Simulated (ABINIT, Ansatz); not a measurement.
# SiC (P6_3mc): one start, several treatments of the self-energy, part 2 of 2

How much does the gap of SiC (P6_3mc) depend on the approximation to the self-energy?

ABINIT 10.8.3; PBE and many-body steps on it, plane waves. Known limits of the many-body steps: not at the basis limit.

So far. Step 3 (Screening, 6×6×4 mesh, 226 bands, screening to 247.6 eV): Local fields lower ε∞ by 9 %. Step 4 (G0W0, Godby-Needs plasmon pole): The gap on the mesh goes from 2.28 eV to 3.01 eV, a correction of +0.74 eV.

## Step 5: G0W0, Hybertsen-Louie plasmon pole

Level of this step: G0W0 on PBE, plane waves, norm-conserving pseudopotentials (ABINIT).

run.abi

```
acell 3*1.0 Angstrom
rprim 
  3.073513928196 0.000000000001 0.000000000000
  -1.536756964099 2.661741140703 0.000000000000
  0.000000000000 0.000000000000 5.045247710000
ntypat 2
znucl 14 6
natom 4
typat 1 1 2 2
xred 
  0.333333333333 0.666666666667 0.499602400000
  0.666666666667 0.333333333333 0.999602400000
  0.333333333333 0.666666666667 0.875397600000
  0.666666666667 0.333333333333 0.375397600000
pp_dirpath "pseudos"
pseudos "Si.upf, C.upf"
ecut 37
ngkpt 6 6 4
nshiftk 1
shiftk 0 0 0
kptopt 1
chksymbreak 0
istwfk *1
occopt 1
irdwfk 1
optdriver 4
nband 226
gwcalctyp 0
ecutsigx 37
symsigma 1
nkptgw 3
kptgw 
  0.0000000000 0.0000000000 0.0000000000
  0.3333333333 0.3333333333 0.0000000000
  0.5000000000 0.0000000000 0.0000000000
bdgw 
  7 10
  6 10
  7 10
ecuteps 9.1
irdscr 1
ppmodel 2
indata_prefix "in"
outdata_prefix "out"
tmpdata_prefix "tmp"
```

Started as:

```console
$ OMP_NUM_THREADS=1 mpirun -n 8 abinit run.abi > log
```

Output:

```text
.Version 10.8.3 of ABINIT. v10.8.2 released Aug 2026.

 Symmetries : space group P6_3 m c (#186); Bravais hP (primitive hexag.)
[... echo of the input left out ...]
== DATASET  1 ==================================================================
-   mpi_nproc: 8, omp_nthreads: 1 (-1 if OMP is not activated)

--- !DatasetInfo
iteration_state: {dtset: 1, }
dimensions: {natom: 4, nkpt: 21, mband: 226, nsppol: 1, nspinor: 1, nspden: 1, mpw: 3015, }
cutoff_energies: {ecut:  37.0, pawecutdg:  -1.0, }
electrons: {nelect:   1.60000000E+01, charge:   0.00000000E+00, occopt:   1.00000000E+00, tsmear:   1.00000000E-02, }

 SIGMA: Calculation of the GW corrections

 Based on a program developped by R.W. Godby, V. Olevano, G. Onida, and L. Reining.
 Incorporated in ABINIT by V. Olevano, G.-M. Rignanese, and M. Torrent.
.Using double precision arithmetic ; gwpc =  8

[... cell and pseudopotentials left out ...]
--------------------------------------------------------------------------------

 ==== K-mesh for the wavefunctions ====
 Number of points in the irreducible wedge :    21
[... list of points left out ...]
 Together with 12 symmetry operations and time-reversal symmetry
 yields   144 points in the full Brillouin Zone.

 ==== Q-mesh for screening function ====
 Number of points in the irreducible wedge :    21
[... list of points left out ...]
 Together with 12 symmetry operations and time-reversal symmetry
 yields   144 points in the full Brillouin Zone.

 vcoul_init : cutoff-mode = AUXILIARY_FUNCTION
 q-points for optical limit:   1
     1)      0.000010    0.000020    0.000030
 setmesh: FFT mesh size selected  =    27x   27x   54
          total number of points  =        39366

 Number of electrons calculated from density =   16.0000; Expected =   16.0000
[...]
number of plane-waves for wavefunctions          2973
 number of bands                                   226
 number of q-points in IBZ                          21
 number of frequencies                               2
 number of real frequencies                          1
 number of imag frequencies                          1

 matrix elements of self-energy operator (all in [eV])

 Perturbative Calculation

--- !SelfEnergy_ee
iteration_state: {dtset: 1, }
kpoint     : [   0.000,    0.000,    0.000, ]
spin       : 1
KS_gap     :    4.820
QP_gap     :    5.847
Delta_QP_KS:    1.026
data: !SigmaeeData |
     Band     E0 <VxcDFT>   SigX SigC(E0)      Z dSigC/dE  Sig(E)    E-E0       E
        7   7.012 -15.027 -17.600   1.393   0.816  -0.226 -15.989  -0.962   6.050
        8   7.012 -15.027 -17.600   1.393   0.816  -0.226 -15.989  -0.962   6.050
        9  11.832 -12.163  -6.994  -5.092   0.827  -0.209 -12.099   0.064  11.896
[...]
--- !SelfEnergy_ee
iteration_state: {dtset: 1, }
kpoint     : [   0.333,    0.333,    0.000, ]
spin       : 1
KS_gap     :    6.117
QP_gap     :    7.349
Delta_QP_KS:    1.232
data: !SigmaeeData |
     Band     E0 <VxcDFT>   SigX SigC(E0)      Z dSigC/dE  Sig(E)    E-E0       E
[...]
--- !SelfEnergy_ee
iteration_state: {dtset: 1, }
kpoint     : [   0.500,    0.000,    0.000, ]
spin       : 1
KS_gap     :    3.985
QP_gap     :    5.069
Delta_QP_KS:    1.084
data: !SigmaeeData |
     Band     E0 <VxcDFT>   SigX SigC(E0)      Z dSigC/dE  Sig(E)    E-E0       E
[...]
9   9.798 -10.579  -6.048  -4.567   0.838  -0.193 -10.609  -0.030   9.768
       10  11.240 -11.760  -6.959  -4.685   0.830  -0.205 -11.664   0.096  11.335

== END DATASET(S) ==============================================================
================================================================================

 -outvars: echo values of variables after computation  --------
           etotal      0.0000000000E+00
            nband         226
             nkpt          21
          spgroup         186
 [... the other variables as echoed above ...]

 Calculation completed.
```

Wall time 74 s (8 MPI ranks of Arm Neoverse V1, shared host); peak memory 3.6 GiB.

Numbers from this step:

```
G0W0 gap on the points computed              : 3.166 eV
starting gap on the mesh                     : 2.275 eV
k of the valence top                         : 0, 0, 0
k of the conduction bottom                   : 0.3333, 0.3333, 0
Z at the valence top                         : 0.816
Z at the conduction bottom                   : 0.842
least direct G0W0 gap on the computed points : 5.069 eV
```

Against G0W0 in ABINIT (6×6×4 mesh, 226 bands, screening to 247.6 eV, Godby-Needs plasmon pole), the gap moves by +0.155 eV.

## Step 6: G0W0, von der Linden-Horsch plasmon pole

run.abi: that of step 5 with these lines changed.

```diff
@@ -41,3 +41,3 @@
 irdscr 1
-ppmodel 2
+ppmodel 3
 indata_prefix "in"
```

Output:

```text
.Version 10.8.3 of ABINIT. v10.8.2 released Aug 2026.

 Symmetries : space group P6_3 m c (#186); Bravais hP (primitive hexag.)
[... echo of the input left out ...]
== DATASET  1 ==================================================================
-   mpi_nproc: 8, omp_nthreads: 1 (-1 if OMP is not activated)

--- !DatasetInfo
iteration_state: {dtset: 1, }
dimensions: {natom: 4, nkpt: 21, mband: 226, nsppol: 1, nspinor: 1, nspden: 1, mpw: 3015, }
cutoff_energies: {ecut:  37.0, pawecutdg:  -1.0, }
[...]
Band     E0 <VxcDFT>   SigX SigC(E0)      Z dSigC/dE  Sig(E)    E-E0       E
[...]
9   9.798 -10.579  -6.048  -4.724   0.847  -0.181 -10.742  -0.163   9.635
       10  11.240 -11.760  -6.959  -4.779   0.837  -0.195 -11.741   0.018  11.258

== END DATASET(S) ==============================================================
================================================================================

 -outvars: echo values of variables after computation  --------
           etotal      0.0000000000E+00
            nband         226
             nkpt          21
          spgroup         186
 [... the other variables as echoed above ...]

 Calculation completed.
```

Wall time 31 s (8 MPI ranks); peak memory 3.3 GiB.

Numbers from this step:

```yaml
g0w0_gap_on_the_points_computed: 2.982 eV
starting_gap_on_the_mesh: 2.275 eV
k_of_the_valence_top: 0, 0, 0
k_of_the_conduction_bottom: 0.3333, 0.3333, 0
least_direct_g0w0_gap_on_the_computed_points: 4.922 eV
```

Against G0W0 in ABINIT (6×6×4 mesh, 226 bands, screening to 247.6 eV, Godby-Needs plasmon pole), the gap moves by −0.029 eV.

## Step 7: The runs together

Times are wall times on 8 MPI ranks of Arm Neoverse V1, shared host, good to a factor of about two. A run's time includes the screening step that it read.

| run | mesh | bands | screening cutoff (eV) | DFT gap (eV) | gap on the mesh (eV) | direct (eV) | ε∞ used | time |
| --- | --- | --- | --- | --- | --- | --- | --- | --- |
| G0W0, Godby-Needs plasmon pole | 6×6×4 | 226 | 247.6 | 2.275 | 3.011 | 4.922 | 6.86 | 5.7 min |
| G0W0, Hybertsen-Louie plasmon pole | 6×6×4 | 226 | 247.6 | 2.275 | 3.166 | 5.069 | 6.86 | 5.7 min |
| G0W0, von der Linden-Horsch plasmon pole | 6×6×4 | 226 | 247.6 | 2.275 | 2.982 | 4.922 | 6.86 | 5 min |

## Step 8: Results

| Item | Value |
| --- | --- |
| G0W0, Godby-Needs plasmon pole | 3.011 eV |
| G0W0, Hybertsen-Louie plasmon pole | 3.166 eV |
| G0W0, von der Linden-Horsch plasmon pole | 2.982 eV |
| known limits | not at the basis limit |

In words: G0W0, Hybertsen-Louie plasmon pole: +0.155 eV against G0W0, Godby-Needs plasmon pole. G0W0, von der Linden-Horsch plasmon pole: −0.029 eV against G0W0, Godby-Needs plasmon pole. Against experiment, by G0W0, Godby-Needs plasmon pole: the gap of 3.01 eV lies −0.32 eV from the measured 3.33 eV (kind not stated, quoted 2020). These are gaps on the mesh, at modest bands and cutoff. The calculation has static nuclei and no excitons; a measured gap holds zero-point and thermal motion, which mostly lowers it. Bands and cutoff are finite, so the gap is not at the basis limit. The miss can reach some tenths of an eV and take either sign; the mesh is an error of its own. In the first G0W0 run levels were corrected at 3 k points alone, so a gap called «on the mesh» is the least over those, and an edge elsewhere would be missed.

[Paths, hosts, dates, memory and timing lines, banners, echoed tables and standing remarks are left out of the program output.]

[Logs are printed without paths, hosts, clocks, repeated set-up lines and the standing remarks that a program may print on its own settings, such as how far it seeks lower states.]

[Runs of the session that timed out or met a known fault of the program may be left out.]

[No measured gap is set beside runs whose start may be inverted or whose files or cutoffs have a known fault.]

[Hosts, paths, dates, database ids (printed as entryN), source tags and the programs' standing remarks are cut or masked in the printed files.]

[G0W0 gaps are taken among the corrected bands and points alone; a level outside them can change the order at an edge.]

[Where Ansatz stands beside ABINIT at settings called matched, ABINIT's density can come from a denser mesh and the files from another edition; pairs whose starting gaps differed by over 0.03 eV were left out, so agreement reads better than it is.]
